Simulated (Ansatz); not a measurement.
# What BaCdBO3F (built on the sites of a database entry of BaZnBO3F) distorts into, part 2 of 2

Wanted: the energy along a soft mode of BaCdBO3F (built on the sites of a database entry of BaZnBO3F) and the structure at the end.

Ansatz 0.2.0; DFT PBEsol, scalar-relativistic, plane waves, PAW.

So far, highest frequency on the path or at a solved wavevector (cm⁻¹): step 2 (the dispersion) 1307. Also lowest frequency on the path (cm⁻¹): step 2 -71.6.

The structure was built from a prototype and need not be the compound's stable phase.

## 4. The mode frozen in, largest atomic shift 0.32 Å

The atoms are moved along the unstable eigenvector, the largest shift by 0.32 Å, with the cell fixed.

File input.yaml:

```yaml
crystal:
  lattice:
    - [-5.188433932, 0.0, 0.0]
    - [-2.594216966, -4.493315591, -4.4187726628]
    - [-2.594216966, -4.493315591, 4.4187726628]
  atoms:
    - { symbol: Ba, position: [-0.0071007977, 0.0035545652, 0.0035545652] }
    - { symbol: Ba, position: [0.0071007977, 0.4964454348, 0.4964454348] }
    - { symbol: Cd, position: [0.3333333333, 0.9160691447, 0.4172641886] }
    - { symbol: Cd, position: [0.3333333333, 0.4172641886, 0.9160691447] }
    - { symbol: B, position: [0.6666666667, 0.0717714702, 0.5948951965] }
    - { symbol: B, position: [0.6666666667, 0.5948951965, 0.0717714702] }
    - { symbol: O, position: [0.8919634205, 0.1084534474, 0.6273738758] }
    - { symbol: O, position: [0.8919634205, 0.6273738758, 0.1084534474] }
    - { symbol: O, position: [0.7358273232, 0.9288278712, 0.4433813851] }
    - { symbol: O, position: [0.7358273232, 0.4433813851, 0.9288278712] }
    - { symbol: O, position: [0.3722092563, 0.1776093311, 0.7143540894] }
    - { symbol: O, position: [0.3722092563, 0.7143540894, 0.1776093311] }
    - { symbol: F, position: [0.320329076, 0.200237081, 0.200237081] }
    - { symbol: F, position: [0.3463375907, 0.6330962523, 0.6330962523] }
kpoints:
  mp_grid: { grid: [4, 4, 4] }
hamiltonian:
  xc: pbesol
scf:
  occupations: { method: gaussian, width: 0.02 }
output:
  forces: true
  stress: true
  eigenvalues: true
```

The run is started by

```console
$ ansatz run input.yaml --threads 8 --pin off --max-ram 14336MiB --backend cpu --events-out ev --progress --plain --runs-dir out
```

Numbers of over 12 decimals in the logs are rounded to 6 here.

Output:

```text
[...]
Crystal: 14 atoms, lattice volume = 206.032 Å³
Basis set: ecut = 420 eV, 4037 PW (Γ), exchange–correlation on 72×96×96 points (8 copies of the dense FFT grid, shifted against one another)
Bands: 72, of which v1, the nominal top of the filled ones, is band 58 counted from 1 (57 counted from 0)
Symmetry: 2 space group operations
[...]
k-points: 24 of 64 (time reversal used)
[...]
k-point 0: bands = [... 54 lower, 6.0482, 6.1575, 6.1792, 6.9619, 9.7131, 12.2965, 12.6926, 12.7164, ... 5 higher]
  k-point 1: bands = [... 54 lower, 6.0105, 6.1020, 6.2765, 6.9157, 10.1505, 12.0753, 12.4089, 12.7558, ... 5 higher]
  k-point 2: bands = [... 54 lower, 5.9552, 6.0340, 6.6604, 6.6830, 11.0787, 11.1824, 12.4100, 12.7160, ... 5 higher]
  k-point 23: bands = [... 54 lower, 6.0486, 6.1863, 6.9581, 6.9639, 11.7476, 11.9705, 12.3569, 12.6992, ... 5 higher]
[key lines of the parts left out:]
SCF converged after 8 iterations
Free energy (F): -33378.487816 eV
Fermi energy:    8.342476 eV
P = ⅓ Tr σ = -0.0143 GPa (-0.143 kbar)
```

The job ended after 2.4 s (8 threads of Intel Xeon 6975P-C (Granite Rapids), shared host; peak memory 1.1 GiB; 16 s of CPU time).

Numbers from this step:

```yaml
pressure: -0.01434 GPa
gap_on_the_k_mesh: 2.741 eV
energy_from_the_undistorted_cell: -2.163 meV/atom
```

The energy, extrapolated to zero smearing, is -2.16 meV/atom against the undistorted cell.

The run ends at a pressure of -0.01 GPa, with forces up to 0.17 eV/Å.

## 5. Energy along the mode, all amplitudes (two of the runs are shown above)

An imaginary frequency means negative curvature, so the energy should fall and then rise again as anharmonic terms take over.

This step gave:

```
depth at the lowest point sampled  : 2.163 meV/atom
largest atomic shift at that point : 0.32 Å
```

Table of energy from the parent by largest atomic shift:

```tsv
largest atomic shift (Å)	energy from the parent (meV/atom)
0.000	0
0.040	-0.06
0.080	-0.233
0.140	-0.673
0.220	-1.44
0.320	-2.16
0.450	-1.01
0.600	7.52
```

Displacement at unit largest shift by atom:

```tsv
atom	x (Å)	y (Å)	z (Å)	size
Ba1	0.06	-0.10	0.00	0.12
Ba2	-0.06	0.10	0.00	0.12
Cd3	0.00	0.00	0.02	0.02
Cd4	0.00	0.00	-0.02	0.02
B5	0.00	0.00	0.32	0.32
B6	0.00	0.00	-0.32	0.32
O7	0.00	0.00	0.26	0.26
O8	0.00	0.00	-0.26	0.26
O9	0.00	0.00	0.20	0.20
O10	0.00	0.00	-0.20	0.20
O11	0.00	0.00	0.51	0.51
O12	0.00	0.00	-0.51	0.51
F13	-0.33	-0.94	0.00	1.00
F14	0.33	0.94	0.00	1.00
```

The lowest of the steps tried is at 0.32 Å, 2.16 meV/atom below the parent; the bottom of the well need not coincide with a step.

## 6. Relaxing from the distorted cell

Starting from the lowest point found, all atoms and the cell are let go, so that strain and other modes of the same symmetry can join in.

Changes to input.yaml since step 4:

```diff
@@ -25,3 +25,3 @@
 scf:
-  occupations: { method: gaussian, width: 0.02 }
+  occupations: { method: fixed }
 output:
@@ -30 +30,6 @@
   eigenvalues: true
+relax:
+  adjacent_minimum: "off"
+  f_tol: 0.002
+  max_steps: 120
+  cell: { stress_tol: 0.03 }
```

Output:

```text
[...]
Crystal: 14 atoms, lattice volume = 206.032 Å³
Basis set: ecut = 420 eV, 4037 PW (Γ), exchange–correlation on 72×96×96 points (8 copies of the dense FFT grid, shifted against one another)
Bands: 72, of which v1, the nominal top of the filled ones, is band 58 counted from 1 (57 counted from 0)
Symmetry: 2 space group operations
[...]
k-points: 24 of 64 (time reversal used)
[...]
SCF iter   1: F=—  HF=-33378.559912 eV  |F-HF|=—  |Δ(HF+E_count)|=         —  Δρ=1.31e-2  dr2=2.69e-1  ethr=1.77e-3  ⟨swp⟩=4.9  Hψ=5662  notcnv=0  defer=283
[...]
SCF iter   8: F=-33378.487816 eV  HF=-33378.487816 eV  |F-HF|=6.42e-9  |Δ(HF+E_count)|=   4.96e-7  Δρ=5.43e-6  dr2=5.65e-8  ethr=8.62e-11  ⟨swp⟩=15.5  Hψ=10769  notcnv=0
SCF 1 converged in 8 iterations: F = -33378.487816 eV  dr2 = 5.65e-8
[...]
relax step   1: F+E_penalty+E_count = -33378.48781627 eV  Δ(F+E_penalty+E_count) = +0.000e0 eV  max|allowed force component| = 1.359e-1 eV/Å  Δτ_max = 0.0000 Å  P = -0.014 GPa  Ω = 206.032 Å³  (8 SCF iters, dr2 threshold 1.00e-7 eV, accepted)
Crystal: 14 atoms, lattice volume = 207.339 Å³
Basis set: ecut = 420 eV, 4067 PW (Γ), exchange–correlation on 72×96×96 points (8 copies of the dense FFT grid, shifted against one another)
[...]
iter 1 solved again at ethr=1.47e-4 eV; its pass at ethr=3.10e-3 eV (dr2=1.71e-1 eV) is discarded
[...]
SCF iter   7: F=-33378.486478 eV  HF=-33378.486476 eV  |F-HF|=1.99e-6  |Δ(HF+E_count)|=   2.70e-6  Δρ=2.10e-5  dr2=9.49e-7  ethr=9.96e-10  ⟨swp⟩=14.0  Hψ=11859  notcnv=0
SCF 2 converged in 7 iterations: F = -33378.486478 eV  dr2 = 9.49e-7
relax step   2: F+E_penalty+E_count = -33378.48647793 eV  Δ(F+E_penalty+E_count) = +1.338e-3 eV  max|allowed force component| = 3.257e-1 eV/Å  Δτ_max = 0.1676 Å  P = -0.340 GPa  Ω = 207.339 Å³  energy of the carried Pulay correction = -4.201e-3 eV  (7 SCF iters, dr2 threshold 1.15e-6 eV, accepted)
Crystal: 14 atoms, lattice volume = 206.803 Å³
Basis set: ecut = 420 eV, 4043 PW (Γ), exchange–correlation on 72×96×96 points (8 copies of the dense FFT grid, shifted against one another)
[...]
SCF iter   7: F=-33378.527211 eV  HF=-33378.527210 eV  |F-HF|=7.30e-7  |Δ(HF+E_count)|=   3.43e-6  Δρ=2.12e-5  dr2=1.11e-6  ethr=1.21e-9  ⟨swp⟩=13.1  Hψ=11317  notcnv=0
SCF 3 converged in 7 iterations: F = -33378.527211 eV  dr2 = 1.11e-6
relax step   3: F+E_penalty+E_count = -33378.52721101 eV  Δ(F+E_penalty+E_count) = -4.073e-2 eV  max|allowed force component| = 2.331e-1 eV/Å  Δτ_max = 0.1042 Å  P = -0.197 GPa  Ω = 206.803 Å³  energy of the carried Pulay correction = -2.479e-3 eV  (7 SCF iters, dr2 threshold 1.40e-6 eV, accepted)
[... from here on, the SCF cycles and remarks between the steps are left out ...]
relax step   4: F+E_penalty+E_count = -33378.53624569 eV  Δ(F+E_penalty+E_count) = -9.035e-3 eV  max|allowed force component| = 4.924e-1 eV/Å  Δτ_max = 0.1959 Å  P = -0.042 GPa  Ω = 205.706 Å³  energy of the carried Pulay correction = +1.051e-3 eV  (8 SCF iters, dr2 threshold 1.40e-6 eV, accepted)
relax step   5: F+E_penalty+E_count = -33378.60414104 eV  Δ(F+E_penalty+E_count) = -6.790e-2 eV  max|allowed force component| = 1.091e-1 eV/Å  Δτ_max = 0.1391 Å  P = +0.196 GPa  Ω = 204.917 Å³  energy of the carried Pulay correction = +3.605e-3 eV  (8 SCF iters, dr2 threshold 1.40e-6 eV, accepted)
relax step   6: F+E_penalty+E_count = -33378.60570604 eV  Δ(F+E_penalty+E_count) = -1.565e-3 eV  max|allowed force component| = 9.046e-2 eV/Å  Δτ_max = 0.1053 Å  P = -0.122 GPa  Ω = 205.329 Å³  energy of the carried Pulay correction = +2.271e-3 eV  (8 SCF iters, dr2 threshold 7.43e-7 eV, accepted)
relax step   7: F+E_penalty+E_count = -33378.60723061 eV  Δ(F+E_penalty+E_count) = -1.525e-3 eV  max|allowed force component| = 1.592e-1 eV/Å  Δτ_max = 0.0429 Å  P = +0.086 GPa  Ω = 205.577 Å³  energy of the carried Pulay correction = +1.469e-3 eV  (7 SCF iters, dr2 threshold 5.11e-7 eV, accepted)
relax step   8: F+E_penalty+E_count = -33378.60853535 eV  Δ(F+E_penalty+E_count) = -1.305e-3 eV  max|allowed force component| = 1.712e-2 eV/Å  Δτ_max = 0.0193 Å  P = -0.002 GPa  Ω = 205.450 Å³  energy of the carried Pulay correction = +1.880e-3 eV  (6 SCF iters, dr2 threshold 1.40e-6 eV, accepted)
relax step   9: F+E_penalty+E_count = -33378.60896955 eV  Δ(F+E_penalty+E_count) = -4.342e-4 eV  max|allowed force component| = 2.320e-2 eV/Å  Δτ_max = 0.0136 Å  P = +0.003 GPa  Ω = 205.289 Å³  energy of the carried Pulay correction = +2.398e-3 eV  (7 SCF iters, dr2 threshold 4.01e-8 eV, rejected (line search))
relax step  10: F+E_penalty+E_count = -33378.60907699 eV  Δ(F+E_penalty+E_count) = -5.416e-4 eV  max|allowed force component| = 2.754e-3 eV/Å  Δτ_max = 0.0068 Å  P = +0.005 GPa  Ω = 205.429 Å³  energy of the carried Pulay correction = +1.947e-3 eV  (10 SCF iters, accepted)
relax step  11: F+E_penalty+E_count = -33378.60909405 eV  Δ(F+E_penalty+E_count) = -1.706e-5 eV  max|allowed force component| = 5.366e-4 eV/Å  Δτ_max = 0.0023 Å  P = +0.002 GPa  Ω = 205.432 Å³  energy of the carried Pulay correction = +1.937e-3 eV  (7 SCF iters, dr2 threshold 4.74e-10 eV, accepted)
relax step  12: F+E_penalty+E_count = -33378.60904625 eV  Δ(F+E_penalty+E_count) = +4.780e-5 eV  max|allowed force component| = 1.709e-3 eV/Å  Δτ_max = 0.0000 Å  P = -0.003 GPa  Ω = 205.432 Å³  stress off target by 1.19e-1 GPa  SCF on the basis re-selected at this cell (its energy is not comparable with the rows above)  (7 SCF iters)
relax step  13: F+E_penalty+E_count = -33378.60951073 eV  Δ(F+E_penalty+E_count) = -4.645e-4 eV  max|allowed force component| = 2.923e-3 eV/Å  Δτ_max = 0.0032 Å  P = +0.006 GPa  Ω = 205.368 Å³  energy of the carried Pulay correction = +2.635e-4 eV  (6 SCF iters, dr2 threshold 3.55e-8 eV, accepted)
relax step  14: F+E_penalty+E_count = -33378.60951123 eV  Δ(F+E_penalty+E_count) = -4.962e-7 eV  max|allowed force component| = 1.159e-3 eV/Å  Δτ_max = 0.0016 Å  P = +0.001 GPa  Ω = 205.370 Å³  energy of the carried Pulay correction = +2.581e-4 eV  (7 SCF iters, dr2 threshold 5.34e-10 eV, accepted)
[...]
SCF iter   1: F=—  HF=-33378.609240 eV  |F-HF|=—  |Δ(HF+E_count)|=         —  Δρ=2.73e-5  dr2=7.05e-8  ethr=2.48e-7  ⟨swp⟩=4.0  Hψ=10455  notcnv=0  defer=288
eigensolver tolerance schedule: the retry pair's looser diagonalisation over-reported the residual by 4070.75 of it (diagonalisation noise at 0.48 of the residual, at the tolerance the schedule requests for it); recorded, not acted on — ethr = c·dr2/N_el stays at c = 1.0e-1
[...]
SCF iter   2: F=—  HF=-33378.609251 eV  |F-HF|=—  |Δ(HF+E_count)|=   1.06e-5  Δρ=1.39e-5  dr2=1.82e-8  ethr=6.08e-11  ⟨swp⟩=3.8  Hψ=3838  notcnv=0  defer=284
[...]
SCF iter   5: F=-33378.609255 eV  HF=-33378.609255 eV  |F-HF|=2.18e-11  |Δ(HF+E_count)|=  2.91e-11  Δρ=1.13e-7  dr2=1.64e-11  ethr=1.00e-12  ⟨swp⟩=15.4  Hψ=10561  notcnv=0
SCF 15 converged in 5 iterations: F = -33378.609255 eV  dr2 = 1.64e-11
relax step  15: F+E_penalty+E_count = -33378.60925545 eV  Δ(F+E_penalty+E_count) = +2.558e-4 eV  max|allowed force component| = 1.297e-3 eV/Å  Δτ_max = 0.0000 Å  P = -0.000 GPa  Ω = 205.370 Å³  stress off target by 1.35e-2 GPa  SCF on the basis re-selected at this cell (its energy is not comparable with the rows above)  (5 SCF iters)
[...]
SCF converged after 5 iterations
Free energy (F): -33378.609255 eV
[...]
Internal energy: -33378.609255 eV  (E = F + TS)
E sigma→0 (E₀):  -33378.609255 eV
Fermi energy:    6.946752 eV
[...]
--- Forces (eV/Å), atoms counted from 1 ---
  atom   1  Ba     0.00000167     0.00020758     0.00000000
  atom   2  Ba     0.00007716     0.00003453     0.00000000
  atom   3  Cd    -0.00050411     0.00029513     0.00037751
  atom   4  Cd    -0.00050411     0.00029513    -0.00037751
  atom   5  B      0.00013692    -0.00129660     0.00076821
  atom   6  B      0.00013692    -0.00129660    -0.00076821
  atom   7  O      0.00005063     0.00007418     0.00035350
  atom   8  O      0.00005063     0.00007418    -0.00035350
  atom   9  O      0.00052635     0.00072525     0.00030996
  atom  10  O      0.00052635     0.00072525    -0.00030996
  atom  11  O     -0.00048545     0.00014020     0.00020050
  atom  12  O     -0.00048545     0.00014020    -0.00020050
  atom  13  F      0.00042821     0.00109475     0.00000000
  atom  14  F      0.00004359    -0.00121322     0.00000000
  max |Σ_I F_I| component: 6.88e-7 eV/Å
--- Stress (GPa, compression-positive) ---
       -0.001370       0.005596       0.000000
        0.005578       0.011409       0.000000
        0.000000       0.000000      -0.011416
  P = ⅓ Tr σ = -0.0005 GPa (-0.005 kbar)
--- Band table (eV; the first three rows and the last of 24) ---
  k-point 0: bands = [... 54 lower, 5.9326, 6.0691, 6.1755, 6.7866, 9.7224, 12.3607, 12.3949, 12.8065, ... 10 higher]
  k-point 1: bands = [... 54 lower, 5.9830, 6.0597, 6.2425, 6.7501, 10.1539, 11.9659, 12.4802, 12.9737, ... 10 higher]
  k-point 2: bands = [... 54 lower, 5.9979, 6.0698, 6.4946, 6.6058, 11.0031, 11.1916, 12.5507, 13.0925, ... 10 higher]
  k-point 23: bands = [... 54 lower, 5.9406, 6.1796, 6.9078, 6.9468, 11.7069, 12.0915, 12.5585, 12.7275, ... 10 higher]
--- Relaxed structure (13 steps of the walk, 12 accepted, 2 SCFs on fresh bases) ---
  F+E_penalty+E_count = -33378.60925545 eV   max|allowed force component| = 1.297e-3 eV/Å   (the final SCF, on the basis selected at the relaxed cell)
  cell:  # Å, volume = 205.3700 Å³
    - [-5.181676, -0.034800, 0.0]
    - [-2.620976, -4.586039, -4.337796]
    - [-2.620976, -4.586039, 4.337796]
  atoms:
    - { symbol: Ba, position: [-0.044445, 0.028994, 0.028994] }
    - { symbol: Ba, position: [0.012336, 0.490082, 0.490082] }
    - { symbol: Cd, position: [0.326044, 0.906767, 0.429434] }
    - { symbol: Cd, position: [0.326044, 0.429434, 0.906767] }
    - { symbol: B, position: [0.658208, 0.059085, 0.618375] }
    - { symbol: B, position: [0.658208, 0.618375, 0.059085] }
    - { symbol: O, position: [0.894807, 0.087750, 0.643273] }
    - { symbol: O, position: [0.894807, 0.643273, 0.087750] }
    - { symbol: O, position: [0.717823, 0.920317, 0.470177] }
    - { symbol: O, position: [0.717823, 0.470177, 0.920317] }
    - { symbol: O, position: [0.368695, 0.169067, 0.738996] }
    - { symbol: O, position: [0.368695, 0.738996, 0.169067] }
    - { symbol: F, position: [0.336011, 0.202486, 0.202486] }
    - { symbol: F, position: [0.431613, 0.568531, 0.568531] }
```

It took 42 s on 8 threads; peak memory 1.2 GiB.

Relaxation path:

```tsv
step	energy less that of the first step (eV)	largest force component (eV/Å)	pressure (GPa)	volume (Å³)
1	0.0000	0.1359	-0.01	206.03
2	0.0013	0.3257	-0.34	207.34
3	-0.0394	0.2331	-0.20	206.80
4	-0.0484	0.4924	-0.04	205.71
5	-0.1163	0.1091	0.20	204.92
6	-0.1179	0.0905	-0.12	205.33
7	-0.1194	0.1592	0.09	205.58
8	-0.1207	0.0171	0.00	205.45
9	-0.1212	0.0232	0.00	205.29
10	-0.1213	0.0028	0.01	205.43
11	-0.1213	0.0005	0.00	205.43
12*	-0.1212	0.0017	0.00	205.43
13	-0.1217	0.0029	0.01	205.37
14	-0.1217	0.0012	0.00	205.37
15*	-0.1214	0.0013	0.00	205.37
```

Relaxation steps marked * repeat the geometry before them on a plane-wave basis chosen anew for their cell, so energy and pressure can jump there. Relaxation step 9 was tried and not accepted.

The run keeps the 2 symmetry operations that it works with, so distortions that break them were not tested.

```tsv
cell as run	before	after	change
a (Å)	5.188	5.182	-0.1 %
b (Å)	6.815	6.835	+0.3 %
c (Å)	6.815	6.835	+0.3 %
α (°)	80.84	78.79	-2.5 %
β (°)	67.63	67.17	-0.7 %
γ (°)	67.63	67.17	-0.7 %
volume (Å³/atom)	14.72	14.67	-0.3 %
```

The atoms that moved most (Å, as changes of fractional coordinates times the final cell):

```tsv
atom	dx	dy	dz	length
F14	-0.103	0.589	0.000	0.598
Ba1	0.060	-0.232	0.000	0.240
O9	0.045	-0.083	0.153	0.180
O10	0.045	-0.083	-0.153	0.180
B6	0.016	-0.049	-0.157	0.165
B5	0.016	-0.049	0.157	0.165
O11	-0.024	-0.074	0.144	0.163
O12	-0.024	-0.074	-0.144	0.163
```

Final coordinates:

```xyz
14
Lattice="-5.1817 -0.0348 0.0000 -2.6210 -4.5860 -4.3378 -2.6210 -4.5860 4.3378" Properties=species:S:1:pos:R:3 pbc="T T T"
Ba    0.0783   -0.2644    0.0000
Ba   -2.6329   -4.4955    0.0000
Cd   -5.1916   -6.1392   -2.0706
Cd   -5.1916   -6.1392    2.0706
B    -5.1862   -3.1298    2.4261
B    -5.1862   -3.1298   -2.4261
O    -6.5526   -3.3836    2.4097
O    -6.5526   -3.3836   -2.4097
O    -7.3640   -6.4018   -1.9526
O    -7.3640   -6.4018    1.9526
O    -4.2905   -4.1772    2.4722
O    -4.2905   -4.1772   -2.4722
F    -2.8025   -1.8689    0.0000
F    -5.2167   -5.2296    0.0000
```

This step gave:

```yaml
pressure: -4.59e-4 GPa
gap_on_the_k_mesh: 2.776 eV
volume_per_atom: 14.67 Å³
```

The distorted start has space group Cm; the relaxation ends in Cm.

## 7. What came out

| Item | Value |
| --- | --- |
| unstable mode of the parent | q = (0, -0.5, -0.5), 72i cm⁻¹ |
| depth at the lowest point sampled | 2.16 meV/atom |
| largest atomic shift at that point | 0.32 Å |
| space group reached (within 0.01 Å) | Cm |
| energy gained over the parent (first relaxation, on the mesh of the frozen mode) | 10.8 meV/atom |
| volume per atom, phase reached | 14.7 Å³ |
| gap on the k-mesh, phase reached | 2.78 eV |

In words: Along this mode the structure falls into Cm, 10.8 meV/atom below the parent. At the parent's cell the well is 2.163 meV/atom deep on the steps tried, with its lowest point at a shift of 0.32 Å. Relaxing atoms and cell changes the gain by +8.67 meV/atom against the lowest step (energies at zero smearing). Most of the total comes from this relaxation. The modes of the phase reached were not computed on this path. Of the 2 patterns followed to their end from this parent, this one reaches the lowest energy. Each path keeps the symmetry of its pattern, so a lower phase may lie along a pattern not tried. The q mesh stands for a supercell only 8.8 Å across, so branches between the solved wavevectors are rough. The program warns that the interpolation holds no quadrupole term, so branches close to Γ can be off in this crystal. Spin-orbit coupling is left out, which can matter for the heavy elements here. The starting cell was built on a prototype and not taken from a measurement, so the phase need not exist.

[Logs are printed without paths, hosts, clocks, repeated set-up lines and the standing remarks that a program may print on its own settings, such as how far it seeks lower states.]

[Hosts, paths, dates, database ids (printed as entryN), source tags and the programs' standing remarks are cut or masked in the printed files.]
